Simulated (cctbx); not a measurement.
# Sm2GaCoRh2 with cctbx, script by script

Library: cctbx 2025.11. The data are simulated by the first script.

## 1. Simulate the data

run.py:

```python
from cctbx import adptbx, crystal, miller, sgtbx, xray
from cctbx.array_family import flex
from iotbx.shelx import hklf
from scitbx import matrix
import scitbx.random

cs = crystal.symmetry(unit_cell=(3.759, 4.193, 7.473, 90, 90, 90), space_group_symbol='Hall: P 2 -2')  # Pmm2
atoms = [  # label, site, U (iso, or U11 U22 U33 U12 U13 U23 in A^2), occupancy
    ("Sm1", (0, 0, 0.4844), (0.0072, 0.0076, 0.0093, 0.0000, 0.0000, 0.0000), 1),
    ("Sm2", (0, 0.5, 0.0218), (0.0098, 0.0095, 0.0095, 0.0000, 0.0000, 0.0000), 1),
    ("Rh1", (0.5, 0.5, 0.6556), (0.0093, 0.0150, 0.0112, 0.0000, 0.0000, 0.0000), 1),
    ("Rh2", (0.5, 0, 0.1681), (0.0100, 0.0132, 0.0131, 0.0000, 0.0000, 0.0000), 1),
    ("Ga1", (0.5, 0, 0.8319), (0.0181, 0.0167, 0.0141, 0.0000, 0.0000, 0.0000), 1),
    ("Co1", (0.5, 0.5, 0.3266), (0.0131, 0.0152, 0.0112, 0.0000, 0.0000, 0.0000), 1),
]
xs = xray.structure(crystal_symmetry=cs)
for label, site, u, occ in atoms:
    u = adptbx.u_cif_as_u_star(cs.unit_cell(), u) if isinstance(u, tuple) else u
    xs.add_scatterer(xray.scatterer(label, site=site, u=u, occupancy=occ))
xs.set_inelastic_form_factors(0.71073, "sasaki")
xs.show_summary()
p1 = xs.expand_to_p1()
ms = miller.build_set(p1, anomalous_flag=True, d_min=0.77)
flex.set_random_seed(807086)
scitbx.random.set_random_seed(807086)
ms = ms.select(flex.random_double(ms.size()) < 0.9)
i = ms.structure_factors_from_scatterers(p1, algorithm="direct").f_calc().as_intensity_array().data()
i = i / flex.sqrt(1 + 0.1 * i / flex.max(i))  # extinction
i = i * 70000 / flex.max(i)
sig = flex.sqrt(i + flex.pow2(0.04 * i) + 4 ** 2)
noise = scitbx.random.variate(scitbx.random.normal_distribution())(i.size())
data = ms.array(data=i + sig * noise, sigmas=sig).set_observation_type_xray_intensity()
with open("data.hkl", "w") as f:
    data.export_as_shelx_hklf(f)
print("reflections written:", data.size(), " <I/sigma> = %.1f" % flex.mean(data.data() / data.sigmas()))
for h, a, b in list(data.sort("data"))[:12]:
    print("%4d%4d%4d %9.1f %7.1f" % (h + (a, b)))
```

```console
$ python run.py
```

```text
Number of scatterers: 6
At special positions: 6
Unit cell: (3.759, 4.193, 7.473, 90, 90, 90)
Space group: P m m 2 (No. 25)
reflections written: 995  <I/sigma> = 18.7
   0   2   0   74365.7  2812.5
   0  -2   0   71540.3  2812.5
   0   1   3   68460.2  2692.1
   0   1  -3   67324.6  2705.3
   0  -1  -3   62901.4  2705.3
  -2   0   0   62853.5  2572.1
   2   0   0   62102.7  2572.1
   0  -1   3   60253.9  2692.1
   1  -1   1   51781.6  1927.6
  -1   1   1   50785.4  1927.6
  -1   1  -1   49012.1  1851.0
  -1  -1   1   48611.1  1927.6
```

Run time: 0.2 s on 1 thread of Arm Neoverse V2 (shared host), peak memory 0.07 GiB.

## 2. Refinement (refined in the given hand)

run.py:

```python
import math
from cctbx import adptbx, crystal, maptbx, sgtbx, xray
from cctbx.array_family import flex
from cctbx.xray import observations
from iotbx.shelx import hklf
from scitbx.lstbx import normal_eqns_solving
from smtbx import absolute_structure, utils
from smtbx.refinement import constraints, least_squares

cs = crystal.symmetry(unit_cell=(3.759, 4.193, 7.473, 90, 90, 90), space_group_symbol='Hall: P 2 -2')  # Pmm2
atoms = [  # label, site, U (iso, or U11 U22 U33 U12 U13 U23 in A^2), occupancy
    ("Sm1", (0, 0, 0.4829), 0.0200, 1),
    ("Sm2", (0, 0.5, 0.023), 0.0200, 1),
    ("Rh1", (0.5, 0.5, 0.6575), 0.0200, 1),
    ("Rh2", (0.5, 0, 0.1698), 0.0200, 1),
    ("Ga1", (0.5, 0, 0.8296), 0.0200, 1),
    ("Co1", (0.5, 0.5, 0.3225), 0.0200, 1),
]
xs = xray.structure(crystal_symmetry=cs)
for label, site, u, occ in atoms:
    u = adptbx.u_cif_as_u_star(cs.unit_cell(), u) if isinstance(u, tuple) else u
    xs.add_scatterer(xray.scatterer(label, site=site, u=u, occupancy=occ))
xs.set_inelastic_form_factors(0.71073, "sasaki")
xs.convert_to_anisotropic()
raw = hklf.reader(file_name="data.hkl").as_miller_arrays(crystal_symmetry=cs, anomalous=True)[0]
merged = raw.eliminate_sys_absent().merge_equivalents()
fo2 = merged.array().set_observation_type_xray_intensity()
print("Rint %.3f, %d unique reflections to %.2f A" % (merged.r_int(), fo2.size(), fo2.d_min()))
for sc in xs.scatterers():
    sc.flags.set_grad_site(True)
    sc.flags.set_grad_u_aniso(sc.flags.use_u_aniso())
    sc.flags.set_grad_u_iso(sc.flags.use_u_iso())
obs = fo2.as_xray_observations()
extra = {}
rep = constraints.reparametrisation(xs, [], utils.connectivity_table(xs), **extra)
ls = least_squares.crystallographic_ls(obs, rep, weighting_scheme=least_squares.mainstream_shelx_weighting(a=0, b=0))
print("cycle     R1     wR2    GooF  max shift (A)")
for cycle in range(8):
    ls.build_up()
    r1, wr2, goof = ls.r1_factor(cutoff_factor=2)[0], ls.wR2(), ls.goof()
    old = xs.sites_cart()
    normal_eqns_solving.levenberg_marquardt_iterations(ls, n_max_iterations=3, tau=1e-06, step_threshold=1e-7)
    big = flex.max((xs.sites_cart() - old).norms())
    print("%4d %7.4f %7.4f %7.3f %9.5f" % (cycle + 1, r1, wr2, goof, big))
    ls.build_up(objective_only=True)
    if abs(ls.wR2() - wr2) < 5e-5 and big < 5e-4:
        break
ls.build_up()
print("final R1 %.4f wR2 %.4f GooF %.3f  parameters %d  data/parameter %.1f" % (ls.r1_factor(cutoff_factor=2)[0], ls.wR2(), ls.goof(), ls.n_parameters, fo2.size() / ls.n_parameters))
cov = ls.covariance_matrix_and_annotations()
su = dict(zip(cov.annotations, (math.sqrt(max(v, 0)) for v in cov.matrix.matrix_packed_u_diagonal())))
a2 = cs.unit_cell().reciprocal_parameters()[0] ** -2
print("atom        x        y        z      Ueq    occ   su(xyz)  su(Uiso or U11)")
for sc in xs.scatterers():
    s = max(su.get(sc.label + k, 0) for k in (".x", ".y", ".z"))
    npd = "" if sc.is_positive_definite_u(cs.unit_cell()) else "  NPD"
    print("%-5s %8.5f %8.5f %8.5f %8.4f %6.3f %8.5f %7.4f%s" % ((sc.label,) + sc.site + (sc.u_iso_or_equiv(cs.unit_cell()), sc.occupancy, s, su.get(sc.label + ".uiso", su.get(sc.label + ".u11", 0) * a2), npd)))
fc = fo2.structure_factors_from_scatterers(xs, algorithm="direct").f_calc()
absolute_structure.flack_analysis(xs, fo2.as_xray_observations()).show()
h = absolute_structure.hooft_analysis(fo2, fc, scale_factor=ls.scale_factor())
print("Hooft y: %.3f(%.0f)  Bijvoet pairs: %d" % (h.hooft_y, 1000 * h.sigma_y, h.n_bijvoet_pairs))
fo = fo2.f_sq_as_f()
fc = fo.structure_factors_from_scatterers(xs, algorithm="direct").f_calc()
diff = fo.f_obs_minus_f_calc(1 / math.sqrt(ls.scale_factor()), fc).average_bijvoet_mates()
m = diff.fft_map(symmetry_flags=maptbx.use_space_group_symmetry, resolution_factor=0.25).apply_volume_scaling()
print("difference map: max %.2f min %.2f rms %.2f" % (m.statistics().max(), m.statistics().min(), m.statistics().sigma()))
peaks = m.peak_search(parameters=maptbx.peak_search_parameters(min_distance_sym_equiv=0.6, max_clusters=6)).all()
near = xs.closest_distances(peaks.sites(), distance_cutoff=4)
sps = cs.special_position_settings(min_distance_sym_equiv=0.5)
for k, (x, h) in enumerate(zip(peaks.sites(), peaks.heights())):
    ss = sps.site_symmetry(x)
    print("Q%-3d %7.4f %7.4f %7.4f %4d %7.2f  %.2f A from %s" % ((k + 1,) + tuple(t % 1 for t in ss.exact_site()) + (ss.multiplicity(), h, near.smallest_distances[k], xs.scatterers()[near.i_seqs[k]].label)))
```

```console
$ python run.py
```

```text
Rint 0.029, 352 unique reflections to 0.77 A
cycle     R1     wR2    GooF  max shift (A)
   1  0.0958  0.2560   8.243   0.02875
   2  0.0133  0.0309   0.996   0.00039
   3  0.0133  0.0308   0.990   0.00007
final R1 0.0133 wR2 0.0308 GooF 0.990  parameters 24  data/parameter 14.7
atom        x        y        z      Ueq    occ   su(xyz)  su(Uiso or U11)
Sm1    0.00000  0.00000  0.48440   0.0079  1.000  0.00006  0.0002
Sm2    0.00000  0.50000  0.02193   0.0096  1.000  0.00005  0.0003
Rh1    0.50000  0.50000  0.65587   0.0116  1.000  0.00023  0.0005
Rh2    0.50000  0.00000  0.16801   0.0120  1.000  0.00024  0.0005
Ga1    0.50000  0.00000  0.83215   0.0169  1.000  0.00033  0.0006
Co1    0.50000  0.50000  0.32636   0.0129  1.000  0.00037  0.0007
Flack x: 0.012(9)
Hooft y: 0.003(11)  Bijvoet pairs: 163
difference map: max 0.71 min -0.95 rms 0.18
Q1    0.0000  0.5000  0.8205    1    0.71  1.51 A from Sm2
Q2    0.0000  0.0000  0.6813    1    0.70  1.47 A from Sm1
Q3    0.5000  0.5000  0.4859    1    0.67  1.19 A from Co1
Q4    0.0000  0.0000  0.3255    1    0.67  1.19 A from Sm1
Q5    0.5000  0.5000  0.8494    1    0.59  1.45 A from Rh1
Q6    0.0000  0.5000  0.1622    1    0.57  1.05 A from Sm2
```

Time: 0.4 s.

## 3. Refinement

run.py, as its changes from the last script of this kind:

```diff
@@ -12,6 +12,6 @@
-    ("Sm1", (0, 0, 0.4829), 0.0200, 1),
-    ("Sm2", (0, 0.5, 0.023), 0.0200, 1),
-    ("Rh1", (0.5, 0.5, 0.6575), 0.0200, 1),
-    ("Rh2", (0.5, 0, 0.1698), 0.0200, 1),
-    ("Ga1", (0.5, 0, 0.8296), 0.0200, 1),
-    ("Co1", (0.5, 0.5, 0.3225), 0.0200, 1),
+    ("Sm1", (0, 0, 0.5156), 0.0079, 1),
+    ("Sm2", (0, 0.5, 0.97807), 0.0096, 1),
+    ("Rh1", (0.5, 0.5, 0.34413), 0.0116, 1),
+    ("Rh2", (0.5, 0, 0.83199), 0.0120, 1),
+    ("Ga1", (0.5, 0, 0.16785), 0.0169, 1),
+    ("Co1", (0.5, 0.5, 0.67364), 0.0129, 1),
```

```console
$ python run.py
```

```text
Rint 0.029, 352 unique reflections to 0.77 A
cycle     R1     wR2    GooF  max shift (A)
   1  0.0457  0.1754   5.648   0.02427
   2  0.0421  0.1547   4.980   0.00398
   3  0.0425  0.1542   4.963   0.00006
final R1 0.0425 wR2 0.1542 GooF 4.963  parameters 24  data/parameter 14.7
atom        x        y        z      Ueq    occ   su(xyz)  su(Uiso or U11)
Sm1    0.00000  0.00000  0.51606   0.0092  1.000  0.00028  0.0012
Sm2    0.00000  0.50000  0.97875   0.0078  1.000  0.00025  0.0013
Rh1    0.50000  0.50000  0.34460   0.0184  1.000  0.00140  0.0029
Rh2    0.50000  0.00000  0.83240   0.0182  1.000  0.00143  0.0030
Ga1    0.50000  0.00000  0.16430   0.0100  1.000  0.00171  0.0033
Co1    0.50000  0.50000  0.66986   0.0051  1.000  0.00195  0.0036
Flack x: 0.92(3)
Hooft y: 1.152(14)  Bijvoet pairs: 163
difference map: max 1.91 min -4.18 rms 0.37
Q1    0.5000  0.5000  0.7109    1    2.04  0.31 A from Co1
Q2    0.0000  0.0000  0.1074    1    1.97  1.93 A from Ga1
Q3    0.5000  0.0000  0.2094    1    1.67  0.34 A from Ga1
Q4    0.0000  0.5000  0.6055    1    1.62  1.94 A from Co1
Q5    0.0000  0.5000  0.9767    1    1.58  0.02 A from Sm2
Q6    0.0000  0.0000  0.4819    1    1.50  0.26 A from Sm1
```

Time: 0.42 s.

This run holds a fault made on purpose: the structure inverted.

## 4. Simulate the data

run.py, as its changes from the last script of this kind:

```diff
@@ -20 +20 @@
-xs.set_inelastic_form_factors(0.71073, "sasaki")
+xs.set_inelastic_form_factors(1.54184, "sasaki")
@@ -23,3 +23,3 @@
-ms = miller.build_set(p1, anomalous_flag=True, d_min=0.77)
-flex.set_random_seed(807086)
-scitbx.random.set_random_seed(807086)
+ms = miller.build_set(p1, anomalous_flag=True, d_min=0.83)
+flex.set_random_seed(795854)
+scitbx.random.set_random_seed(795854)
@@ -28,3 +28,2 @@
-i = i / flex.sqrt(1 + 0.1 * i / flex.max(i))  # extinction
-i = i * 70000 / flex.max(i)
-sig = flex.sqrt(i + flex.pow2(0.04 * i) + 4 ** 2)
+i = i * 40000 / flex.max(i)
+sig = flex.sqrt(i + flex.pow2(0.04 * i) + 15 ** 2)
```

```console
$ python run.py
```

```text
Number of scatterers: 6
At special positions: 6
Unit cell: (3.759, 4.193, 7.473, 90, 90, 90)
Space group: P m m 2 (No. 25)
reflections written: 777  <I/sigma> = 16.3
   0  -2   0   41726.4  1612.5
   0   1  -3   40153.0  1564.3
  -2   0   0   38087.0  1467.2
   0  -1   3   38017.7  1532.3
   0   1   3   37449.8  1532.3
   2   0   0   36564.7  1467.2
  -1  -1   1   27708.0  1102.7
   1   1  -1   27568.5  1033.3
   1  -1   1   26870.9  1102.7
   1   0  -2   26839.6  1049.6
  -1   1  -1   26356.1  1033.3
   1   1   1   26305.6  1102.7
```

Time: 0.2 s.

## 5. Refinement (refined in the given hand)

run.py, as its changes from the last script of this kind:

```diff
@@ -12,6 +12,6 @@
-    ("Sm1", (0, 0, 0.5156), 0.0079, 1),
-    ("Sm2", (0, 0.5, 0.97807), 0.0096, 1),
-    ("Rh1", (0.5, 0.5, 0.34413), 0.0116, 1),
-    ("Rh2", (0.5, 0, 0.83199), 0.0120, 1),
-    ("Ga1", (0.5, 0, 0.16785), 0.0169, 1),
-    ("Co1", (0.5, 0.5, 0.67364), 0.0129, 1),
+    ("Sm1", (0, 0, 0.4842), 0.0200, 1),
+    ("Sm2", (0, 0.5, 0.0202), 0.0200, 1),
+    ("Rh1", (0.5, 0.5, 0.6533), 0.0200, 1),
+    ("Rh2", (0.5, 0, 0.1605), 0.0200, 1),
+    ("Ga1", (0.5, 0, 0.8307), 0.0200, 1),
+    ("Co1", (0.5, 0.5, 0.3278), 0.0200, 1),
@@ -23 +23 @@
-xs.set_inelastic_form_factors(0.71073, "sasaki")
+xs.set_inelastic_form_factors(1.54184, "sasaki")
```

```console
$ python run.py
```

```text
Rint 0.027, 284 unique reflections to 0.83 A
cycle     R1     wR2    GooF  max shift (A)
   1  0.0957  0.2347   6.726   0.04018
   2  0.0134  0.0314   0.899   0.00009
final R1 0.0134 wR2 0.0314 GooF 0.899  parameters 24  data/parameter 11.8
atom        x        y        z      Ueq    occ   su(xyz)  su(Uiso or U11)
Sm1    0.00000  0.00000  0.48253   0.0077  1.000  0.00007  0.0004
Sm2    0.00000  0.50000  0.01974   0.0099  1.000  0.00008  0.0005
Rh1    0.50000  0.50000  0.65345   0.0117  1.000  0.00013  0.0005
Rh2    0.50000  0.00000  0.16588   0.0122  1.000  0.00016  0.0005
Ga1    0.50000  0.00000  0.82998   0.0161  1.000  0.00023  0.0008
Co1    0.50000  0.50000  0.32459   0.0125  1.000  0.00037  0.0011
Flack x: 0.005(3)
Hooft y: 0.005(4)  Bijvoet pairs: 128
difference map: max 0.55 min -0.47 rms 0.15
Q1    0.0000  0.5000  0.2684    1    0.56  1.86 A from Sm2
Q2    0.0000  0.5000  0.6474    1    0.53  1.88 A from Rh1
Q3    0.2639  0.5000  0.0039    2    0.50  1.00 A from Sm2
Q4    0.0000  0.0000  0.2275    1    0.47  1.91 A from Sm1
Q5    0.2289  0.5000  0.6789    2    0.44  1.04 A from Rh1
Q6    0.2474  0.5000  0.1454    2    0.44  1.32 A from Sm2
```

Time: 0.37 s.

## 6. Simulate the data

run.py, as its changes from the last script of this kind:

```diff
@@ -23,3 +23,3 @@
-ms = miller.build_set(p1, anomalous_flag=True, d_min=0.83)
-flex.set_random_seed(795854)
-scitbx.random.set_random_seed(795854)
+ms = miller.build_set(p1, anomalous_flag=True, d_min=0.8)
+flex.set_random_seed(248635)
+scitbx.random.set_random_seed(248635)
@@ -28,2 +28,6 @@
-i = i * 40000 / flex.max(i)
-sig = flex.sqrt(i + flex.pow2(0.04 * i) + 15 ** 2)
+law = matrix.sqr((-1, 0, 0, 0, -1, 0, 0, 0, -1))
+mate = flex.miller_index([tuple(matrix.row(h) * law) for h in ms.indices()])
+i2 = ms.customized_copy(indices=mate).structure_factors_from_scatterers(p1, algorithm="direct").f_calc().as_intensity_array().data()
+i = (1 - 0.8) * i + 0.8 * i2
+i = i * 5000 / flex.max(i)
+sig = flex.sqrt(i + flex.pow2(0.02 * i) + 4 ** 2)
```

```console
$ python run.py
```

```text
Number of scatterers: 6
At special positions: 6
Unit cell: (3.759, 4.193, 7.473, 90, 90, 90)
Space group: P m m 2 (No. 25)
reflections written: 863  <I/sigma> = 12.7
   0  -2   0    5054.9   122.5
   0   1   3    4903.6   119.1
   0   2   0    4878.8   122.5
   0  -1   3    4839.4   119.1
   0  -1  -3    4785.8   117.8
   2   0   0    4680.7   113.3
  -2   0   0    4516.0   113.3
   1   1  -1    3474.4    88.9
  -1   1  -1    3399.8    88.9
   1  -1  -1    3374.6    88.9
  -1   1   1    3334.8    86.2
  -1  -1  -1    3286.1    88.9
```

It took 0.22 s on 1 thread of Arm Neoverse V2 (shared host), peak memory 0.07 GiB.

[Logs are printed without paths, hosts, clocks, repeated set-up lines and the standing remarks that a program may print on its own settings, such as how far it seeks lower states.]
